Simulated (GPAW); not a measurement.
# Geometry or basis: what sets the conductance of C2 in line between two Li chains, part 2 of 2

Aim: the conductance of C2 in line between two Li chains after relaxation, and whether geometry, basis or functional moves it most.

GPAW 26.7.0; GPAW LCAO, PAW setups; relaxation of the junction within the symmetry of its start, lead ends held (the session's first sound run).

So far, transmission at the Fermi level (one spin): step 3 (GPAW, dzp, PBE, GPAW) 0.00792; step 4 (basis szp(dzp), PBE, GPAW) 0.00926; step 5 (basis sz(dzp), PBE, GPAW) 0.0317; step 6 (revPBE) 0.00712. Also open channels of the lead at the Fermi level (one spin): step 3 1; step 4 1.

## (7) The structure as built: geometry = "as built"

Level of this step: GPAW LCAO, PAW setups; Landauer transmission from Green's functions with principal layers (ASE), zero bias (GPAW).

The dzp basis with PBE on the structure as first built shows what the relaxation was worth.

run.py

```python
import json
import numpy as np
from ase import Atoms
from ase.transport.calculators import TransportCalculator
from gpaw import GPAW, FermiDirac
from gpaw.lcao.tools import get_lcao_hamiltonian
from scipy.linalg import eigh

# The junction with lead layers at both ends, along the third cell vector
device = Atoms(
    ['Li', 'Li', 'Li', 'Li', 'Li', 'Li', 'C', 'C', 'Li', 'Li', 'Li', 'Li', 'Li', 'Li'],
    positions=[
        [4.50000, 4.50000, 1.47500],
        [4.50000, 4.50000, 4.42500],
        [4.50000, 4.50000, 7.37500],
        [4.50000, 4.50000, 10.32500],
        [4.50000, 4.50000, 13.27500],
        [4.50000, 4.50000, 16.22500],
        [4.50000, 4.50000, 18.19870],
        [4.50000, 4.50000, 19.43870],
        [4.50000, 4.50000, 21.41240],
        [4.50000, 4.50000, 24.36240],
        [4.50000, 4.50000, 27.31240],
        [4.50000, 4.50000, 30.26240],
        [4.50000, 4.50000, 33.21240],
        [4.50000, 4.50000, 36.16240]],
    cell=[[9.0, 0.0, 0.0], [0.0, 9.0, 0.0], [0.0, 0.0, 37.6374]],
    pbc=True)

# One principal layer of the lead: the first 3 atoms of the device
lead = Atoms(
    ['Li', 'Li', 'Li'],
    positions=[
        [4.50000, 4.50000, 1.47500],
        [4.50000, 4.50000, 4.42500],
        [4.50000, 4.50000, 7.37500]],
    cell=[[9.0, 0.0, 0.0], [0.0, 9.0, 0.0], [0.0, 0.0, 8.85]],
    pbc=True)

settings = dict(mode='lcao', basis='dzp', xc='PBE', h=0.2,
                occupations=FermiDirac(0.1), maxiter=250,
                mixer=dict(beta=0.1, nmaxold=8, weight=100.0),
                convergence=dict(density=0.0001))
energies = np.arange(-2, 2 + 1e-9, 0.025)
eta = 0.0001
n1, n2 = 1, 1
# k and -k transmit alike, so half of the mesh across the current serves
mesh = [(i, j) for i in range(n1) for j in range(n2) if (i, j) <= (-i % n1, -j % n2)]
weights = np.array([1 if (i, j) == (-i % n1, -j % n2) else 2 for i, j in mesh]) / (n1 * n2)

# [... helper functions left out ...]
fermi_lead = ground_state(lead, (1, 1, 13), 'lead.txt')
fermi_device = ground_state(device, (1, 1, 2), 'device.txt')
# [... loop over the mesh left out, but for ...]
        # Shift the lead onto the potential of the device's first layer
        shift = ((H[:, 0, 0] - H0[:, 0, 0]) / S0[0, 0]).real.mean()
# [...]
kT = 8.617333e-5 * 300
bias = [0.1, 0.2, 0.5, 1.0, 1.5, 2.0]
# [... integrals and printing left out ...]
```

Started as:

```
> OMP_NUM_THREADS=1 OPENBLAS_NUM_THREADS=1 python run.py
```

Output:

```text
basis functions: device 86, principal layer 15
Fermi level: lead -2.7382 eV, device -2.9815 eV; lead shifted by 0.0007 eV
largest coupling past the next layer 1.28e-08 eV, largest misfit of the first layer 0.018 eV
  E-E_F (eV)   T (one spin)  channels
    -2.000    6.6515e-18    0.0000
    -1.975    6.5795e-18    0.0000
    -1.950    6.5041e-18    0.0000
[...]
1.975    1.5359e-02    1.0000
     2.000    1.5107e-02    1.0000
conductance at 300 K: 0.011372 G0 a cell; thermopower 16.54 uV/K
current from the zero-bias T(E) at 0.1 V: 0.08821 uA
current from the zero-bias T(E) at 0.2 V: 0.17693 uA
current from the zero-bias T(E) at 0.5 V: 0.44679 uA
current from the zero-bias T(E) at 1.0 V: 0.91555 uA
current from the zero-bias T(E) at 1.5 V: 2.8894 uA
current from the zero-bias T(E) at 2.0 V: 3.2484 uA
```

Wall time 42 s (1 thread of Arm Neoverse V2, shared host); peak memory 1.1 GiB.

Numbers from this step:

| Item | Value |
| --- | --- |
| conductance | 0.01137 G₀ |
| thermopower | 16.54 μV/K |
| largest coupling past the next principal layer | 1.28e-8 eV |
| largest misfit of the first principal layer | 0.01785 eV |
| shift that aligns the lead | 7.15e-4 eV |
| transmission at the Fermi level (one spin) | 0.01134 |

The conductance, 0.0114 G₀, lies 44 % above that of the dzp run.

## (8) All levels side by side

Times are for 1 thread of Arm Neoverse V2, shared host. The runs compared:

```tsv
no.	run	conductance (G₀)	time	memory (GiB)
1	dzp	0.007917	37 s	1.1
2	szp	0.009249	35 s	1.0
3	sz	0.03169	28 s	0.99
4	dzp revPBE	0.007126	36 s	1.1
5	asbuilt	0.01137	42 s	1.1
```

## (9) The levels side by side

The curves are compared point by point over the common energies.

This step: comparison of transmission and cost over codes, levels and geometry (GPAW 26.7.0).

Ladder, by row:

```tsv
step	code	T at the Fermi level (sum over the listed spins)	conductance (G0)	r.m.s. T(E) from the first	wall time (s)	peak memory (GiB)	threads
dzp	GPAW	0.007918	0.007917	0	36.55	1.06	1
szp	GPAW	0.009264	0.009249	0.02656	34.56	1.03	1
sz	GPAW	0.03165	0.03169	0.1049	27.59	0.99	1
dzp-revPBE	GPAW	0.007116	0.007126	0.007205	36.48	1.06	1
asbuilt	GPAW	0.01134	0.01137	0.07674	41.87	1.07	1
```

Transmission, zone mean, sum over the listed spins against energy, zero at the Fermi level:

```tsv
energy (eV)	dzp	szp	sz	dzp-revPBE	asbuilt
-2.000	7.7e-18	1.8e-24	5.8e-25	7.9e-18	6.7e-18
-1.900	7.3e-18	1.1e-24	-1.6e-24	7.5e-18	6.3e-18
-1.800	6.8e-18	5.5e-25	-3.3e-24	7.0e-18	6.0e-18
-1.700	6.3e-18	1.8e-25	1.1e-24	6.5e-18	5.6e-18
-1.600	5.8e-18	-2.3e-26	7.6e-23	6.0e-18	5.2e-18
-1.500	5.3e-18	-1.8e-25	1.1e-21	5.4e-18	4.7e-18
-1.400	4.7e-18	-7.5e-25	2.3e-20	4.9e-18	4.3e-18
-1.300	4.2e-18	-2.6e-24	8.7e-19	4.3e-18	3.8e-18
-1.200	3.7e-18	9.8e-24	7.9e-17	3.8e-18	3.4e-18
-1.100	3.4e-18	1.0e-21	3.8e-14	3.5e-18	3.2e-18
-1.000	6.1e-18	1.1e-19	7.5e-4	5.8e-18	5.1e-18
-0.900	1.2e-15	4.2e-17	0.0857	1.1e-15	5.2e-16
-0.850	1.1e-13	2.1e-15	0.887	9.2e-14	2.8e-14
-0.800	3.5e-10	4.5e-13	0.391	1.8e-10	1.3e-11
-0.775	1.2e-5	3.0e-11	0.239	0.0904	1.3e-7
-0.750	0.00932	4.3e-4	0.168	0.0217	0.00522
-0.700	0.00756	0.323	0.107	0.00937	0.966
-0.600	0.00764	0.0148	0.0654	0.00783	0.0316
-0.500	0.00814	0.0100	0.0520	0.00795	0.0202
-0.400	0.00876	0.00942	0.0470	0.00841	0.0175
-0.300	0.00952	0.00993	0.0447	0.00902	0.0168
-0.200	0.00991	0.0106	0.0418	0.00924	0.0160
-0.100	0.00929	0.0103	0.0372	0.00849	0.0141
0.000	0.00792	0.00926	0.0317	0.00712	0.0113
0.100	0.00654	0.00806	0.0264	0.00583	0.00894
0.200	0.00559	0.00726	0.0222	0.00498	0.00734
0.300	0.00510	0.00699	0.0192	0.00457	0.00647
0.400	0.00500	0.00721	0.0172	0.00450	0.00614
0.500	0.00520	0.00785	0.0160	0.00472	0.00619
0.600	0.00562	0.00883	0.0155	0.00515	0.00652
0.700	0.00619	0.0101	0.0153	0.00572	0.00701
0.800	0.00686	0.0115	0.0155	0.00639	0.00760
0.900	0.00760	0.0130	0.0159	0.00713	0.00825
1.000	0.00839	0.0146	0.0165	0.00792	0.00896
1.100	0.00926	0.0163	0.0172	0.00879	0.00973
1.200	0.0102	0.0181	0.0178	0.00974	0.0106
1.300	0.0112	0.0200	0.0185	0.0108	0.0115
1.400	0.0124	0.0220	0.0190	0.0119	0.0125
1.500	0.0135	0.0240	0.0196	0.0131	0.0135
1.600	0.0146	0.0260	0.0200	0.0142	0.0145
1.700	0.0155	0.0277	0.0204	0.0152	0.0153
1.800	0.0161	0.0289	0.0207	0.0160	0.0157
1.875	0.0163	0.0293	0.0210	0.0164	0.0158
1.900	0.0163	0.0292	0.0211	0.0164	0.0158
2.000	0.0157	0.0282	0.0213	0.0163	0.0151
```

## (10) Other settings

One more run, with changed settings.

This step: GPAW LCAO, PAW setups; Landauer transmission from Green's functions with principal layers (ASE), zero bias (GPAW 26.7.0).

run.py: that of step 7 with these lines changed.

```diff
@@ -17,6 +17,6 @@
         [4.50000, 4.50000, 13.27500],
-        [4.50000, 4.50000, 16.22500],
-        [4.50000, 4.50000, 18.19870],
-        [4.50000, 4.50000, 19.43870],
-        [4.50000, 4.50000, 21.41240],
+        [4.50000, 4.50000, 16.26929],
+        [4.50000, 4.50000, 18.18141],
+        [4.50000, 4.50000, 19.45599],
+        [4.50000, 4.50000, 21.36811],
         [4.50000, 4.50000, 24.36240],
@@ -40,3 +40,3 @@
 settings = dict(mode='lcao', basis='dzp', xc='PBE', h=0.2,
-                occupations=FermiDirac(0.1), maxiter=250,
+                occupations=FermiDirac(0.1), maxiter=50,
                 mixer=dict(beta=0.1, nmaxold=8, weight=100.0),
@@ -44,3 +44,3 @@
 energies = np.arange(-2, 2 + 1e-9, 0.025)
-eta = 0.0001
+eta = 0.2
 n1, n2 = 1, 1
```

Output:

```text
basis functions: device 86, principal layer 15
Fermi level: lead -2.7382 eV, device -2.9645 eV; lead shifted by 0.0005 eV
largest coupling past the next layer 1.28e-08 eV, largest misfit of the first layer 0.018 eV
  E-E_F (eV)   T (one spin)  channels
    -2.000    3.1122e-11    0.0000
    -1.975    3.0722e-11    0.0000
    -1.950    3.0313e-11    0.0000
    -1.925    2.9896e-11    0.0000
    -1.900    2.9471e-11    0.0000
    -1.875    2.9039e-11    0.0000
    -1.850    2.8599e-11    0.0000
    -1.825    2.8152e-11    0.0000
    -1.800    2.7698e-11    0.0000
    -1.775    2.7237e-11    0.0000
    -1.750    2.6769e-11    0.0000
    -1.725    2.6295e-11    0.0000
    -1.700    2.5814e-11    0.0000
    -1.675    2.5327e-11    0.0000
    -1.650    2.4834e-11    0.0000
    -1.625    2.4335e-11    0.0000
[...]
1.825    1.1629e-03    1.0000
     1.850    1.1534e-03    1.0000
     1.875    1.1380e-03    1.0000
     1.900    1.1163e-03    1.0000
     1.925    1.0880e-03    1.0000
     1.950    1.0528e-03    1.0000
     1.975    1.0107e-03    1.0000
     2.000    9.6156e-04    1.0000
conductance at 300 K: 5.7972e-05 G0 a cell; thermopower -15.92 uV/K
current from the zero-bias T(E) at 0.1 V: 0.00044899 uA
current from the zero-bias T(E) at 0.2 V: 0.00089705 uA
current from the zero-bias T(E) at 0.5 V: 0.002237 uA
current from the zero-bias T(E) at 1.0 V: 0.0046624 uA
current from the zero-bias T(E) at 1.5 V: 0.008145 uA
current from the zero-bias T(E) at 2.0 V: 0.013943 uA
```

Wall time 36 s (1 thread); peak memory 1.1 GiB.

The run finished. A setting was moved off its sound value on purpose, so it serves as a test and not as the result.

The fault put into the input: a broadening of tenths of an eV (eta = 0.2).

The two runs compared:

```tsv
quantity	this run	sound run	difference
conductance (G₀)	5.797e-5	0.0079168	-0.00786
thermopower (μV/K)	-15.920	12.817	-28.7
transmission at the Fermi level (one spin)	5.806e-5	0.0079175	-0.00786
```

The thermopower changes sign: -15.9 μV/K against 12.8 μV/K.

## (11) Outcome

```
conductance                                        : 0.00792 G₀
transmission at the Fermi level, mean of the spins : 0.00792
thermopower                                        : 12.8 μV/K
open channels of the lead there                    : 1
```

What this shows: In the dzp basis the junction conducts 0.00792 G₀ at 300 K, with T = 0.00792 a spin at the Fermi level; no smaller basis tried comes within 10 % of that conductance. Relaxation moved atoms by up to 0.044 Å and took the conductance from 0.0114 to 0.00792 G₀, as a ratio a smaller change than the step from dzp to the minimal basis. The junction is in the tunnelling regime at the Fermi level. The positive thermopower says that the thermally weighted transmission is larger below the Fermi level, as for hole-like transport. Measured against the first run (dzp), the nearest curve is that of dzp-revPBE (r.m.s. 0.0072) and the farthest that of sz (0.10). Over the compared runs wall time goes from 28 s (sz) to 42 s (asbuilt), on a shared host. The leads kept an estimated spacing and the cell its length, so the junction may be under some tension or compression. The geometry comes from the orbital basis, which tends to overbind, and kept the symmetry of the start, so a structure of lower symmetry may lie lower. An evenly spaced straight chain is an idealisation: free chains tend to dimerise, zigzag or, where a band edge lies near the Fermi level, turn magnetic. The currents use the zero-bias T(E) throughout, which holds only while the bias is small against the distance to the nearest feature.

[Logs are printed without paths, hosts, clocks, repeated set-up lines and the standing remarks that a program may print on its own settings, such as how far it seeks lower states.]

[Hosts, paths, dates, database ids (printed as entryN), source tags and the programs' standing remarks are cut or masked in the printed files.]
